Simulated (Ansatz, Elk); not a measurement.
**How far do independent atoms describe ZnIrCl6?**

The structure of ZnIrCl6 used here is made up (a known structure type with other elements) and was relaxed beforehand with PBE. The aim is the Fourier transform of its all-electron density, F(hkl), set beside the sum over free spherical atoms that refinements use.

Method: DFT, PBE, all-electron APW+lo, Dirac cores, scalar-relativistic bands, static density, no spin, in Elk 11.2.3 (patched build).

The structure was built from a prototype and need not be the compound's stable phase.

## (1) The starting structure

Symmetry: R-3, No. 148, trigonal system. The conventional cell has a = 6.106 Å, b = 6.106 Å, c = 16.290 Å, α = 90.00°, β = 90.00°, γ = 120.00°. Ir has 6 Cl at 2.34 Å nearest. Nearest to Zn lie 6 Cl at 2.51 Å. Nearest to Cl lie 1 Ir at 2.34 Å and 1 Zn at 2.51 Å. Farther neighbours and most contacts between anions are not listed.

## (2) Ground state and structure factors

An all-electron density is needed, since X-rays see the cores too. Task 0 finds the density and task 195 Fourier-transforms it; tshift is off so that phases refer to the origin typed.

elk.in

```
tasks
  0
  195

xctype
  20

spinpol
  .false.

rgkmax
  7.0

gmaxvr
  14.0

lmaxo
  7

lmaxapw
  8

swidth
  0.002

tshift
  .false.

ramdisk
  .false.

hmaxvr
  5.5

maxscl
  120

epspot
  1e-06

sppath
  './'

avec
  5.76965647101 3.33111271696 10.26128875898
  -5.76965647101 3.33111271696 10.26128875898
  -0.00000000000 -6.66222543305 10.26128875927

atoms
  3
  'Ir.in'
  1
  0.0000000000 0.0000000000 -0.0000000000   0.000000 0.000000 0.000000
  'Zn.in'
  1
  0.5000000000 0.5000000000 0.5000000000   0.000000 0.000000 0.000000
  'Cl.in'
  6
  0.3974661457 0.0821402146 0.7654865889   0.000000 0.000000 0.000000
  0.0821402146 0.7654865889 0.3974661457   0.000000 0.000000 0.000000
  0.7654865889 0.3974661457 0.0821402146   0.000000 0.000000 0.000000
  0.6025338543 0.9178597854 0.2345134111   0.000000 0.000000 0.000000
  0.9178597854 0.2345134111 0.6025338543   0.000000 0.000000 0.000000
  0.2345134111 0.6025338543 0.9178597854   0.000000 0.000000 0.000000

ngridk
  5 5 5
```

Command:

```
$ OMP_NUM_THREADS=4 elk
```

What it wrote:

```text
┌─────────────────────────┐
│ Elk code version 11.2.3 │
└─────────────────────────┘

All units are atomic (Hartree, Bohr, etc.)

┌─────────────────────────────────────────────────┐
│ Ground-state run starting from atomic densities │
└─────────────────────────────────────────────────┘

Lattice vectors :
   5.769656471       3.331112717       10.26128876
  -5.769656471       3.331112717       10.26128876
  -0.000000000      -6.662225433       10.26128876

Reciprocal lattice vectors :
  0.5445025487      0.3143686931      0.2041064384
 -0.5445025487      0.3143686931      0.2041064384
  0.1294508926E-16 -0.6287373861      0.2041064385

Unit cell volume      :    1183.293404
Brillouin zone volume :   0.2096269722

Muffin-tin inner radius fraction :   0.1000000000E-01

Nuclei treated as point charges

Species : 1 (Ir)
 parameters loaded from : Ir.in
 name : iridium
 nuclear charge    :   -77.00000000
 electronic charge :    77.00000000
 atomic mass :    350390.1562
 muffin-tin radius :    2.452530160
 number of radial points in muffin-tin :   1393
 inner part over the whole radius :   0.9990002551E-02
 number on inner part of muffin-tin    :    997
 approximate nuclear radius :   0.1024342351E-03
 number of mesh points to nuclear radius :    526
 atomic positions (lattice), magnetic fields (Cartesian) :
  1 :   0.00000000  0.00000000  0.00000000    0.00000000  0.00000000  0.00000000

Species : 2 (Zn)
 parameters loaded from : Zn.in
 name : zinc
 nuclear charge    :   -30.00000000
 electronic charge :    30.00000000
 atomic mass :    119233.3130
 muffin-tin radius :    2.400000000
 number of radial points in muffin-tin :    993
 inner part over the whole radius :   0.9843840322E-02
 number on inner part of muffin-tin    :    701
 approximate nuclear radius :   0.7484757725E-04
 number of mesh points to nuclear radius :    337
 atomic positions (lattice), magnetic fields (Cartesian) :
  1 :   0.50000000  0.50000000  0.50000000    0.00000000  0.00000000  0.00000000

Species : 3 (Cl)
 parameters loaded from : Cl.in
 name : chlorine
 nuclear charge    :   -17.00000000
 electronic charge :    17.00000000
 atomic mass :    64626.86550
 muffin-tin radius :    1.926987983
 number of radial points in muffin-tin :    793
 inner part over the whole radius :   0.9816316095E-02
 number on inner part of muffin-tin    :    552
 approximate nuclear radius :   0.6305718926E-04
 number of mesh points to nuclear radius :    255
 atomic positions (lattice), magnetic fields (Cartesian) :
  1 :   0.39746615  0.08214021 -0.23451341    0.00000000  0.00000000  0.00000000
  2 :   0.08214021 -0.23451341  0.39746615    0.00000000  0.00000000  0.00000000
  3 :  -0.23451341  0.39746615  0.08214021    0.00000000  0.00000000  0.00000000
  4 :  -0.39746615 -0.08214021  0.23451341    0.00000000  0.00000000  0.00000000
  5 :  -0.08214021  0.23451341 -0.39746615    0.00000000  0.00000000  0.00000000
  6 :   0.23451341 -0.39746615 -0.08214021    0.00000000  0.00000000  0.00000000

Total number of atoms per unit cell :    8
Total muffin-tin volume :    299.5338556
 ratio of muffin-tin to unit cell volume :   0.2531357435

Spin treatment :
 spin-unpolarised

Number of Bravais lattice symmetries :   12
Number of crystal symmetries         :    6
Crystal has inversion symmetry
Real symmetric eigensolver will be used

k-point grid :      5     5     5
k-point offset :    0.000000000       0.000000000       0.000000000
k-point set is reduced with full crystal symmetry group
Total number of k-points :       23

Muffin-tin radius times maximum |G+k| :    7.000000000
 using average radius
Maximum |G+k| for APW functions       :    3.411626494
Maximum (1/2)|G+k|²                   :    5.819597668
Maximum |G| for potential and density :    14.00000000
Constant for pseudocharge density :    9
 order of it for each species :   16  16  16
 order of it for pair densities of each species (exact exchange by exxq0 0: 17) :   14  13   8
Radial integration step length :    1

[...]
total energy                :     -22425.959083862

Density of states at Fermi energy :    188.0872590
 (states/Hartree/unit cell)

Estimated indirect band gap :   0.5019022773E-03
 from k-point 16 to k-point 14
Estimated direct band gap   :   0.4789232968E-02
 at k-point 14

Charges :
 core                        :    120.0000000
 valence                     :    89.00000000
 interstitial                :    16.65404606
 muffin-tins (core leakage)
  species : 1 (Ir)
[...]
species : 2 (Zn)
[...]
species : 3 (Cl)
[...]
total in muffin-tins        :    192.3459539
 total calculated charge     :    208.9968594
 total charge                :    209.0000000
 error                       :   0.3140643247E-02

RMS change in Kohn-Sham potential (target) :   0.3247991566     (  0.1000000000E-05)
Absolute change in total energy (target)   :   0.6721659633     (  0.1000000000E-03)

[... loops 3 to 14 left out ...]

┌──────────────────┐
│ Loop number : 15 │
└──────────────────┘

Energies :
 Fermi                       :     0.96880554946689E-01
 sum of occupied eigenvalues :     -13576.682373971
 electron kinetic            :      24966.471839933
 core electron kinetic       :      23872.590119768
 Coulomb                     :     -46799.966490979
 Coulomb potential           :     -37774.396127170
 nuclear-nuclear             :     -1687.8544838601
 electron-nuclear            :     -52475.953565032
 Hartree                     :      7363.8415579132
 Madelung                    :     -27912.768427394
 xc potential                :     -768.75808673417
 exchange                    :     -579.72078013692
 correlation                 :     -10.197318874188
 electron entropic           :    -0.20737847781685E-02
 total energy                :     -22423.414823842

Density of states at Fermi energy :    158.8543464
 (states/Hartree/unit cell)

Estimated indirect band gap :   0.1563941860E-02
 from k-point 11 to k-point 14
Estimated direct band gap   :   0.5978158649E-02
 at k-point 14

Charges :
 core                        :    120.0000000
 valence                     :    89.00000000
 interstitial                :    16.37553870
 muffin-tins (core leakage)
  species : 1 (Ir)
[...]
species : 2 (Zn)
[...]
species : 3 (Cl)
[...]
total in muffin-tins        :    192.6244613
 total calculated charge     :    208.9969024
 total charge                :    209.0000000
 error                       :   0.3097574301E-02

RMS change in Kohn-Sham potential (target) :   0.4613001977E-06 (  0.1000000000E-05)
Absolute change in total energy (target)   :   0.3793800352E-04 (  0.1000000000E-03)

Convergence targets achieved

┌──────────────────┐
│ Loop number : 16 │
└──────────────────┘

Energies :
 Fermi                       :     0.96880575073250E-01
 sum of occupied eigenvalues :     -13576.682361264
 electron kinetic            :      24966.471831130
 core electron kinetic       :      23872.590121979
 Coulomb                     :     -46799.966476769
 Coulomb potential           :     -37774.396167997
 nuclear-nuclear             :     -1687.8544838601
 electron-nuclear            :     -52475.953495148
 Hartree                     :      7363.8415022382
 Madelung                    :     -27912.768392771
 xc potential                :     -768.75802439690
 exchange                    :     -579.72077935583
 correlation                 :     -10.197318868574
 electron entropic           :    -0.20737850841829E-02
 total energy                :     -22423.414817649

Density of states at Fermi energy :    158.8543715
 (states/Hartree/unit cell)

Estimated indirect band gap :   0.1563943786E-02
 from k-point 11 to k-point 14
Estimated direct band gap   :   0.5978158940E-02
 at k-point 14

Charges :
 core                        :    120.0000000
 valence                     :    89.00000000
 interstitial                :    16.37553893
 muffin-tins (core leakage)
  species : 1 (Ir)
[...]
species : 2 (Zn)
[...]
species : 3 (Cl)
[...]
atom 4                    :    14.79029155     (  0.1172108827E-03)
   atom 5                    :    14.79029155     (  0.1172108827E-03)
   atom 6                    :    14.79029155     (  0.1172108827E-03)
 total in muffin-tins        :    192.6244611
 total calculated charge     :    208.9969024
 total charge                :    209.0000000
 error                       :   0.3097574442E-02

┌──────────────────────────────┐
│ Self-consistent loop stopped │
└──────────────────────────────┘

Warning : core states of species 1 leak from the muffin-tin :   0.1398173919E-02

Warning : core states of species 3 leak from the muffin-tin :   0.1172108827E-03

Wrote STATE.OUT
```

It took 63 s on 4 threads of INTEL XEON PLATINUM 8581C at 2.10GHz (Emerald Rapids), shared host; peak memory 0.38 GiB; 3 min of CPU time.

SFACRHO.OUT:

```text

h k l indices transformed by vhmat matrix:
   1.000000000       0.000000000       0.000000000    
   0.000000000       1.000000000       0.000000000    
   0.000000000       0.000000000       1.000000000    

      h      k      l  multipl.   |H|            Re(F)            Im(F)           |F|

      0      0      0      1   0.0000000       209.00000     -0.25494920E-16   209.00000    
      1      1      1      2  0.61231932       48.244784      0.53369858E-13   48.244784    
      1      0      0      6  0.66103717       50.207520      0.61580605E-14   50.207520    
      1      0      1      6  0.74963221       102.25456     -0.21553212E-13   102.25456    
      1      1      2      6   1.0304667       91.791546     -0.54396201E-13   91.791546    
      1     -1      0      6   1.0890051       54.298351      0.41053737E-14   54.298351    
      2      1      2      6   1.1986645       37.715026      0.68765009E-13   37.715026    
     -2     -2     -2      2   1.2246386       15.933901      0.10276264E-12   15.933901    
     -1     -2      0      6   1.2493466      -23.504097     -0.48238141E-13   23.504097    
      0      2      1      6   1.2493466       104.21231      0.51317171E-13   104.21231    
      1      1     -1      6   1.2739318       33.828540     -0.51317171E-14   33.828540    
     -2      0      0      6   1.3220743       84.787966      0.15138565E-13   84.787966    
      0     -2     -2      6   1.4992644       90.534443      0.55935717E-13   90.534443    
      3      2      2      6   1.5609687       35.801514      0.10468703E-12   35.801514    
      1      1      3      6   1.6194841       45.588071      0.78002100E-13   45.588071    
      2      1      3      6   1.6388020       119.15663     -0.94423595E-13   119.15663    
      3      1      2      6   1.6388020       112.36235     -0.91344565E-13   112.36235    
      1      0     -2      6   1.6759577       31.058161     -0.20526868E-13   31.058161
```

Elk indexes on the primitive cell of elk.in and gives |H| = 4π sin θ/λ in inverse bohr. Below, one row stands for each form hkl of the conventional cell (m members, Friedel mates merged), F is for one primitive cell and the density is static (no thermal factor). Free-atom factors are Waasmaier and Kirfel's, and R is Σm||F|−|F'||/Σm|F|.

| hkl | m | sin θ/λ (Å⁻¹) | abs F, DFT | neutral atoms | diff. | ions | diff. |
| --- | --- | --- | --- | --- | --- | --- | --- |
| 003 | 2 | 0.092 | 48.245 | 48.077 | +0.167 | 46.855 | +1.389 |
| 101 | 6 | 0.099 | 50.208 | 50.064 | +0.143 | 48.985 | +1.223 |
| 012 | 6 | 0.113 | 102.255 | 102.523 | -0.268 | 99.926 | +2.329 |
| 104 | 6 | 0.155 | 91.791 | 92.136 | -0.345 | 90.858 | +0.933 |
| 110 | 6 | 0.164 | 54.298 | 54.716 | -0.417 | 53.428 | +0.871 |
| 015 | 6 | 0.180 | 37.715 | 37.678 | +0.037 | 37.224 | +0.491 |
| 006 | 2 | 0.184 | 15.934 | 16.550 | -0.617 | 15.806 | +0.128 |
| 113 | 6 | 0.188 | 23.504 | 23.175 | +0.329 | 23.659 | -0.155 |
| 2 -1 3 | 6 | 0.188 | 104.212 | 103.750 | +0.462 | 103.457 | +0.755 |
| 021 | 6 | 0.192 | 33.828 | 33.887 | -0.059 | 33.519 | +0.310 |
| 202 | 6 | 0.199 | 84.788 | 85.044 | -0.256 | 84.711 | +0.077 |
| 024 | 6 | 0.226 | 90.534 | 90.444 | +0.090 | 90.416 | +0.118 |
| 107 | 6 | 0.235 | 35.801 | 35.681 | +0.121 | 35.562 | +0.239 |
| 205 | 6 | 0.243 | 45.588 | 45.393 | +0.195 | 45.266 | +0.322 |

The ions are Zn2+, Ir4+ and Cl−, by formal charge.

## (3) The highest occupied states alone

An energy window below the Fermi level keeps the highest occupied states, to see at which angles they scatter; shallow core shells can lie inside it and anion s states outside. No new self-consistency is needed.

Changes to elk.in since step 2:

```diff
@@ -1,3 +1,2 @@
 tasks
-  0
   195
@@ -40,2 +39,5 @@
 
+wsfac
+  -0.454360 0.396880
+
 sppath
```

Command:

```
$ OMP_NUM_THREADS=4 elk
```

What it wrote:

```text
┌─────────────────────────────────┐
│ Elk code version 11.2.3 started │
└─────────────────────────────────┘

Info(readinput): the functional depends on the density's gradient
 muffin-tin radial points multiplied by    2.00000
 (not where nrmtscf is given)

┌────────────────────┐
│ Current task : 195 │
└────────────────────┘
Info(checkmt): changed muffin-tin radius of species 1 (Ir) from   2.8000 to   2.4525
Info(checkmt): changed muffin-tin radius of species 3 (Cl) from   2.2000 to   1.9270

Info(sfacrho): density structure factors written to SFACRHO.OUT

 Energy window :  -0.4543600000      0.3968800000

┌──────────────────┐
│ Elk code stopped │
└──────────────────┘
```

The job ended after 17 s (4 threads; peak memory 0.28 GiB).

States within 15 eV below the Fermi level hold 61.00 electrons; any levels below the window count with the cores. Their amplitudes can exceed the total, where window and core parts have opposite phase:

| hkl | sin θ/λ (Å⁻¹) | abs F, window | abs F, all |
| --- | --- | --- | --- |
| 003 | 0.092 | 2.793 | 48.245 |
| 101 | 0.099 | 2.162 | 50.208 |
| 012 | 0.113 | 16.399 | 102.255 |
| 104 | 0.155 | 11.972 | 91.791 |
| 110 | 0.164 | 2.220 | 54.298 |
| 015 | 0.180 | 5.680 | 37.715 |
| 006 | 0.184 | 5.858 | 15.934 |
| 113 | 0.188 | 19.064 | 23.504 |
| 2 -1 3 | 0.188 | 9.009 | 104.212 |
| 021 | 0.192 | 6.454 | 33.828 |

## (4) Another functional

The difference from free atoms is small, so it is set against the change that PBEsol makes.

Changes to elk.in since step 3:

```diff
@@ -1,2 +1,3 @@
 tasks
+  0
   195
@@ -4,3 +5,3 @@
 xctype
-  20
+  22
 
@@ -39,5 +40,2 @@
 
-wsfac
-  -0.454360 0.396880
-
 sppath
```

Command:

```
$ OMP_NUM_THREADS=4 elk
```

What it wrote:

```text
┌─────────────────────────┐
│ Elk code version 11.2.3 │
└─────────────────────────┘

All units are atomic (Hartree, Bohr, etc.)

┌─────────────────────────────────────────────────┐
│ Ground-state run starting from atomic densities │
└─────────────────────────────────────────────────┘

Lattice vectors :
   5.769656471       3.331112717       10.26128876
  -5.769656471       3.331112717       10.26128876
  -0.000000000      -6.662225433       10.26128876

Reciprocal lattice vectors :
  0.5445025487      0.3143686931      0.2041064384
[...]
species : 3 (Cl)
[...]
atom 5                    :    14.76750599     (  0.1180341123E-03)
   atom 6                    :    14.76750599     (  0.1180341123E-03)
 total in muffin-tins        :    192.5096220
 total calculated charge     :    208.9968907
 total charge                :    209.0000000
 error                       :   0.3109330606E-02

┌──────────────────────────────┐
│ Self-consistent loop stopped │
└──────────────────────────────┘

Warning : core states of species 1 leak from the muffin-tin :   0.1401635329E-02

Warning : core states of species 3 leak from the muffin-tin :   0.1180341123E-03

Wrote STATE.OUT
[key lines of the parts left out:]
total energy                :     -22412.864247821
```

It took 64 s on 4 threads; peak memory 0.38 GiB.

Against the first run R = 0.02 %; the largest change is +0.093 at 006.

## (5) Basis size

A smaller basis shows how fast F responds to it; the change is likely larger than the basis error of the first run, but doesn't show convergence.

Changes to elk.in since step 4:

```diff
@@ -5,3 +5,3 @@
 xctype
-  22
+  20
 
@@ -11,3 +11,3 @@
 rgkmax
-  7.0
+  5.5
```

Command:

```
$ OMP_NUM_THREADS=4 elk
```

What it wrote:

```text
┌─────────────────────────┐
│ Elk code version 11.2.3 │
└─────────────────────────┘

All units are atomic (Hartree, Bohr, etc.)

┌─────────────────────────────────────────────────┐
│ Ground-state run starting from atomic densities │
└─────────────────────────────────────────────────┘

Lattice vectors :
   5.769656471       3.331112717       10.26128876
  -5.769656471       3.331112717       10.26128876
  -0.000000000      -6.662225433       10.26128876

Reciprocal lattice vectors :
  0.5445025487      0.3143686931      0.2041064384
[...]
species : 3 (Cl)
[...]
atom 5                    :    14.74480485     (  0.1164815883E-03)
   atom 6                    :    14.74480485     (  0.1164815883E-03)
 total in muffin-tins        :    192.2891408
 total calculated charge     :    208.9973350
 total charge                :    209.0000000
 error                       :   0.2665025207E-02

┌──────────────────────────────┐
│ Self-consistent loop stopped │
└──────────────────────────────┘

Warning : core states of species 1 leak from the muffin-tin :   0.1391859170E-02

Warning : core states of species 3 leak from the muffin-tin :   0.1164815883E-03

Wrote STATE.OUT
[key lines of the parts left out:]
total energy                :     -22423.239932214
```

Run time: 45 s. Hardware: 4 threads; peak memory 0.34 GiB; 1.9 min of CPU time.

Against the first run R = 0.05 %; the largest change is -0.110 at 300.

## (6) Settings against the effect

| run | R against the first run (%) | R against neutral atoms, low angle (%) | wall time |
| --- | --- | --- | --- |
| PBE, rgkmax 7 | 0.00 | 0.30 | 63 s |
| PBEsol | 0.02 | 0.30 | 64 s |
| rgkmax 5.5 | 0.05 | 0.31 | 45 s |

## (7) Outcome

* R against neutral atoms, sin θ/λ < 0.3 Å⁻¹: 0.30 %
* R against neutral atoms, 0.3 to 0.53 Å⁻¹: 0.23 %
* R against ions, below 0.3 Å⁻¹: 0.66 %

In words: Independent neutral atoms miss the calculated amplitudes by R = 0.30 % below 0.3 Å⁻¹ and 0.23 % from there to 0.53 Å⁻¹; by shells, 0.28 % below 0.15 Å⁻¹ (3 forms), 0.30 % 0.15 to 0.3 (27 forms), 0.20 % 0.3 to 0.45 (63 forms), 0.26 % above 0.45 (56 forms). Bonding, aspherical density and the tables' own atoms all enter these figures, and the runs don't part them. The largest change of an amplitude is -0.62 electrons, at 006. Formal ions give R = 0.66 % at low angle, further off than neutral atoms. The window's part falls from 61.0 electrons at the origin to at most 3.61 between 0.45 and 0.53 Å⁻¹, where compact states inside the window still scatter. Below 0.3 Å⁻¹ the changes that finished (PBEsol and rgkmax 5.5) move F by R = 0.04 % at most, against the 0.30 % that separates it from free atoms. The k-mesh has no finished test. These runs have no spin, though d or f shells may be open. The electron count is odd, so without spin the run is a metal by force. Spin-orbit coupling is left out, which can matter for elements this heavy. Part of the difference isn't bonding: the tables are fits to free atoms and ions calculated by other methods than this functional. Thermal motion, anomalous dispersion and extinction are left out.

[Logs are printed without paths, hosts, clocks, repeated set-up lines and the standing remarks that a program may print on its own settings, such as how far it seeks lower states.]

[Hosts, paths, dates, database ids (printed as entryN), source tags and the programs' standing remarks are cut or masked in the printed files.]
